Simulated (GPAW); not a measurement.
# benzoquinonedithiol between two Ir chains: transmission at several levels, part 2 of 2

How well does benzoquinonedithiol between two Ir chains conduct at low bias, and how far do basis and functional move the answer?

GPAW 26.7.0; GPAW LCAO, PAW setups; Landauer transmission from Green's functions with principal layers (ASE), zero bias.

So far, transmission at the Fermi level (one spin): step 2 (GPAW, dzp, PBE, GPAW) 0.211; step 3 (basis szp(dzp), PBE, GPAW) 0.0696; step 4 (basis sz(dzp), PBE, GPAW) 0.0346; step 5 (LDA) 0.223.

### 8. SCF mesh 1×1×6

The SCF mesh sets the Fermi level of the repeated cell.

This step: GPAW LCAO, PAW setups; Landauer transmission from Green's functions with principal layers (ASE), zero bias (GPAW 26.7.0).

The input, run.py:

```python
import json
import numpy as np
from ase import Atoms
from ase.transport.calculators import TransportCalculator
from gpaw import GPAW, FermiDirac
from gpaw.lcao.tools import get_lcao_hamiltonian
from scipy.linalg import eigh

# The junction with lead layers at both ends, along the third cell vector
device = Atoms(
    ['Ir', 'Ir', 'Ir', 'Ir', 'Ir', 'Ir', 'Ir', 'S', 'H', 'C', 'C', 'O', 'C', 'C', 'O', 'C', 'C', 'H', 'S', 'Ir', 'Ir', 'Ir', 'Ir', 'Ir', 'Ir', 'Ir'],
    positions=[
        [5.86174, 4.50000, 1.15000],
        [5.86174, 4.50000, 3.45000],
        [5.86174, 4.50000, 5.75000],
        [5.86174, 4.50000, 8.05000],
        [5.86174, 4.50000, 10.35000],
        [5.86174, 4.50000, 12.65000],
        [5.86174, 4.50000, 14.95000],
        [4.94630, 4.49999, 17.16855],
        [7.58072, 4.49999, 18.37917],
        [5.49434, 4.49999, 18.81232],
        [6.79355, 4.49999, 19.12482],
        [3.25000, 4.49999, 19.67005],
        [4.45651, 4.49999, 19.88466],
        [7.26698, 4.49999, 20.52411],
        [8.47349, 4.49999, 20.73872],
        [4.92994, 4.49999, 21.28394],
        [6.22915, 4.50000, 21.59645],
        [4.14276, 4.50000, 22.02959],
        [6.77719, 4.50000, 23.24022],
        [5.86174, 4.50000, 25.45877],
        [5.86174, 4.50000, 27.75877],
        [5.86174, 4.50000, 30.05877],
        [5.86174, 4.50000, 32.35877],
        [5.86174, 4.50000, 34.65877],
        [5.86174, 4.50000, 36.95877],
        [5.86174, 4.50000, 39.25877]],
    cell=[[11.72349, 0.0, 0.0], [0.0, 9.0, 0.0], [0.0, 0.0, 40.40877]],
    pbc=True)

# One principal layer of the lead: the first 5 atoms of the device
lead = Atoms(
    ['Ir', 'Ir', 'Ir', 'Ir', 'Ir'],
    positions=[
        [5.86174, 4.50000, 1.15000],
        [5.86174, 4.50000, 3.45000],
        [5.86174, 4.50000, 5.75000],
        [5.86174, 4.50000, 8.05000],
        [5.86174, 4.50000, 10.35000]],
    cell=[[11.72349, 0.0, 0.0], [0.0, 9.0, 0.0], [0.0, 0.0, 11.5]],
    pbc=True)

settings = dict(mode='lcao', basis='dzp', xc='PBE', h=0.18,
                occupations=FermiDirac(0.1), maxiter=250,
                mixer=dict(beta=0.1, nmaxold=8, weight=100.0),
                convergence=dict(density=0.0001))
energies = np.arange(-2, 2 + 1e-9, 0.05)
eta = 0.0001
n1, n2 = 1, 1
# k and -k transmit alike, so half of the mesh across the current serves
mesh = [(i, j) for i in range(n1) for j in range(n2) if (i, j) <= (-i % n1, -j % n2)]
weights = np.array([1 if (i, j) == (-i % n1, -j % n2) else 2 for i, j in mesh]) / (n1 * n2)

# [... helper functions left out ...]
fermi_lead = ground_state(lead, (1, 1, 10), 'lead.txt')
fermi_device = ground_state(device, (1, 1, 6), 'device.txt')
# [... loop over the mesh left out, but for ...]
        # Shift the lead onto the potential of the device's first layer
        shift = ((H[:, 0, 0] - H0[:, 0, 0]) / S0[0, 0]).real.mean()
# [...]
kT = 8.617333e-5 * 200
bias = [0.1, 0.2, 0.5, 1.0, 1.5, 2.0]
# [... integrals and printing left out ...]
```

The run is started by

```bash
$ OMP_NUM_THREADS=1 OPENBLAS_NUM_THREADS=1 python run.py
```

Output:

```text
basis functions: device 518, principal layer 135
Fermi level: lead -4.2324 eV, device -4.2704 eV; lead shifted by -0.0096 eV
largest coupling past the next layer 1.48e-06 eV, largest misfit of the first layer 0.177 eV
  E-E_F (eV)   T (one spin)  [channel counts left out]
    -2.000    3.7989e-02
    -1.950    4.7767e-02
    -1.900    5.9289e-02
    -1.850    7.3509e-02
    -1.800    9.1245e-02
    -1.750    1.1333e-01
    -1.700    1.4066e-01
    -1.650    1.7443e-01
    -1.600    2.1643e-01
    -1.550    2.6919e-01
    -1.500    3.3560e-01
    -1.450    4.1776e-01
    -1.400    5.1572e-01
    -1.350    6.3070e-01
    -1.300    6.2409e-01
    -1.250    6.3686e-01
[...]
1.650    1.3852e-01
     1.700    1.0783e-01
     1.750    8.1876e-02
     1.800    5.8696e-02
     1.850    3.6458e-02
     1.900    1.3049e-02
     1.950    4.7633e-05
     2.000    4.3882e-05
conductance at 200 K: 0.20139 G0 a cell; thermopower 26.33 uV/K
current from the zero-bias T(E) at 0.1 V: 1.5359 uA
current from the zero-bias T(E) at 0.2 V: 2.9623 uA
current from the zero-bias T(E) at 0.5 V: 6.8275 uA
current from the zero-bias T(E) at 1.0 V: 13.941 uA
current from the zero-bias T(E) at 1.5 V: 29.476 uA
current from the zero-bias T(E) at 2.0 V: 59.057 uA
```

It took 6.8 min on 1 thread of Arm Neoverse V1, shared host; peak memory 2.5 GiB.

Numbers from this step:

```
conductance                                    : 0.2014 G₀
largest coupling past the next principal layer : 1.48e-6 eV
largest misfit of the first principal layer    : 0.1774 eV
shift that aligns the lead                     : -0.009621 eV
transmission at the Fermi level (one spin)     : 0.2085
```

One spin. Transmission, zone mean against energy, zero at the Fermi level:

energy (eV), transmission, zone mean and a bar:
```
    -2.00       0.04 #
    -1.90       0.06 #
    -1.80       0.09 ##
    -1.70       0.14 ###
    -1.55       0.27 #####
    -1.45       0.42 ########
    -1.35       0.63 ###########
    -1.25       0.64 ###########
    -1.15       0.70 #############
    -1.05       0.83 ###############
    -0.95       1.67 ##############################
    -0.90       1.45 ##########################
    -0.80       1.44 ##########################
    -0.70       1.01 ##################
    -0.60       0.65 ############
    -0.50       0.48 #########
    -0.40       0.36 #######
    -0.25       0.29 #####
    -0.15       0.31 ######
    -0.05       0.25 ####
     0.00       0.21 ####
     0.05       0.15 ###
     0.15       0.04 #
     0.25       0.02 
     0.40       0.01 
     0.50       0.01 
     0.60       0.02 
     0.70       0.03 #
     0.80       0.05 #
     0.90       0.11 ##
     1.05       0.34 ######
     1.15       0.75 #############
     1.25       0.99 ##################
     1.35       0.66 ############
     1.45       0.38 #######
     1.55       0.23 ####
     1.70       0.11 ##
     1.80       0.06 #
     1.90       0.01 
     2.00       0.00
```

Not self-consistent under bias; the bias window is split evenly. Current through one cell, from the zero-bias transmission against bias:

```
bias (V)  current through one cell, from the zero-bias transmission (μA)
   0.100                                                            1.54
   0.200                                                            2.96
   0.500                                                            6.83
   1.000                                                            13.9
   1.500                                                            29.5
   2.000                                                            59.1
```

Table of transmission of the three most open eigenchannels by energy, zero at the Fermi level:

```
energy (eV)  channel 1  channel 2  channel 3
      -2.00     0.0263     0.0112     4.5e-4
      -1.90     0.0360     0.0227     5.8e-4
      -1.80     0.0467     0.0438     7.4e-4
      -1.70     0.0820     0.0577     9.0e-4
      -1.55      0.203     0.0655    0.00107
      -1.45      0.352     0.0644    0.00102
      -1.35      0.566     0.0638     7.1e-4
      -1.25      0.542     0.0944     1.6e-4
      -1.15      0.562      0.134    0.00159
      -1.05      0.613      0.182     0.0383
      -0.90      0.864      0.518     0.0723
      -0.80      0.982      0.435     0.0278
      -0.70      0.640      0.355     0.0165
      -0.60      0.361      0.281     0.0116
      -0.50      0.238      0.232    0.00899
      -0.40      0.197      0.157    0.00745
      -0.25      0.152      0.127    0.00617
      -0.15      0.194      0.107    0.00593
      -0.05      0.179     0.0645    0.00561
       0.00      0.156     0.0475    0.00539
       0.05      0.108     0.0322    0.00505
       0.15     0.0195     0.0145    0.00410
       0.25     0.0108    0.00437    0.00332
       0.40    0.00685    0.00239     1.6e-4
       0.50    0.00515    0.00341    0.00193
       0.60     0.0110    0.00389    0.00153
       0.70     0.0251    0.00282    0.00113
       0.80     0.0515    0.00179     7.0e-4
       0.90      0.105     6.5e-4     1.5e-4
       1.05      0.344     4.4e-4     1.1e-4
       1.15      0.748     3.4e-4     9.3e-5
       1.25      0.986     2.6e-4     8.1e-5
       1.35      0.660     1.9e-4     7.3e-5
       1.45      0.377     1.3e-4     6.7e-5
       1.55      0.225     9.1e-5     6.3e-5
       1.70      0.108     6.1e-5     4.4e-5
       1.80     0.0586     6.1e-5     2.2e-5
       1.90     0.0130     5.9e-5     4.7e-6
       2.00     4.4e-5    3.0e-10    6.4e-11
```

The conductance, 0.201 G₀, lies 1.0 % below that of the dzp run.

### 9. A second varied run

A last run, with other settings again.

Edit run.py of step 8 so:

```diff
@@ -54,3 +54,3 @@
 settings = dict(mode='lcao', basis='dzp', xc='PBE', h=0.18,
-                occupations=FermiDirac(0.1), maxiter=250,
+                occupations=FermiDirac(0.1), maxiter=50,
                 mixer=dict(beta=0.1, nmaxold=8, weight=100.0),
@@ -58,3 +58,3 @@
 energies = np.arange(-2, 2 + 1e-9, 0.05)
-eta = 0.0001
+eta = 0.2
 n1, n2 = 1, 1
@@ -66,3 +66,3 @@
 fermi_lead = ground_state(lead, (1, 1, 10), 'lead.txt')
-fermi_device = ground_state(device, (1, 1, 6), 'device.txt')
+fermi_device = ground_state(device, (1, 1, 2), 'device.txt')
 # [... loop over the mesh left out, but for ...]
```

Output:

```text
basis functions: device 518, principal layer 135
Fermi level: lead -4.2324 eV, device -4.2704 eV; lead shifted by -0.0102 eV
largest coupling past the next layer 1.48e-06 eV, largest misfit of the first layer 0.176 eV
  E-E_F (eV)   T (one spin)  [channel counts left out]
    -2.000    3.1477e-03
    -1.950    3.7050e-03
    -1.900    4.3293e-03
    -1.850    5.0213e-03
    -1.800    5.7866e-03
    -1.750    6.6385e-03
    -1.700    7.5972e-03
    -1.650    8.6853e-03
    -1.600    9.9211e-03
    -1.550    1.1307e-02
    -1.500    1.2816e-02
    -1.450    1.4381e-02
    -1.400    1.5902e-02
    -1.350    1.7274e-02
    -1.300    1.8447e-02
    -1.250    1.9455e-02
[...]
1.650    4.0420e-03
     1.700    2.9047e-03
     1.750    1.9757e-03
     1.800    1.2557e-03
     1.850    7.4003e-04
     1.900    4.0877e-04
     1.950    2.2166e-04
     2.000    1.2798e-04
conductance at 200 K: 0.004494 G0 a cell; thermopower 13.67 uV/K
current from the zero-bias T(E) at 0.1 V: 0.0348 uA
current from the zero-bias T(E) at 0.2 V: 0.069522 uA
current from the zero-bias T(E) at 0.5 V: 0.17537 uA
current from the zero-bias T(E) at 1.0 V: 0.40088 uA
current from the zero-bias T(E) at 1.5 V: 0.78459 uA
current from the zero-bias T(E) at 2.0 V: 1.3644 uA
```

Elapsed: 4.9 min, on 1 thread; peak memory 2.5 GiB.

The run finished. A setting was moved off its sound value on purpose, so it serves as a test and not as the result.

The fault put into the input: a broadening of tenths of an eV (eta = 0.2).

The two runs compared:

```csv
quantity,this run,sound run,difference
conductance (G₀),0.0044940,0.20339,-0.199
transmission at the Fermi level (one spin),0.0045065,0.21060,-0.206
```

The two runs differ clearly in the transmission at the Fermi level (one spin): 0.00451 against 0.211.

### 10. What came out

| Property | Result |
| --- | --- |
| conductance | 0.203 G₀ |
| transmission at the Fermi level, mean of the spins | 0.211 |

**Reading.** In the dzp basis the junction conducts 0.203 G₀ at 200 K, with T = 0.211 a spin at the Fermi level; no smaller basis tried comes within 10 % of that conductance. At the Fermi level the three most open eigenchannels pass 0.16, 0.048 and 0.0054. Measured against the first run (dzp), the nearest curve is that of dzp-LDA (r.m.s. 0.061) and the farthest that of sz (0.32). Over the compared runs wall time goes from 150 s (sz) to 310 s (dzp), on a shared host. The geometry was built from estimated bond lengths and not relaxed, so the numbers describe this model structure. The run had no spin polarisation, so a magnetic state, which chains and small molecules with open shells often have, wasn't tested. Spin-orbit coupling is left out, which matters for the heavy atoms here. Semilocal functionals put molecular levels too near the Fermi level, so such conductances usually come out too high, and chain electrodes have a sharper density of states than real ones. An evenly spaced straight chain is an idealisation: free chains tend to dimerise, zigzag or, where a band edge lies near the Fermi level, turn magnetic. The currents use the zero-bias T(E) throughout, which holds only while the bias is small against the distance to the nearest feature. Within about eight thermal energies of the Fermi level ln T(E) bends sharply from one computed energy to the next, or the lead's channel count changes, so the thermal averages, above all the thermopower, rest on an interpolation that may be rough.

[Logs are printed without paths, hosts, clocks, repeated set-up lines and the standing remarks that a program may print on its own settings, such as how far it seeks lower states.]

[Hosts, paths, dates, database ids (printed as entryN), source tags and the programs' standing remarks are cut or masked in the printed files.]
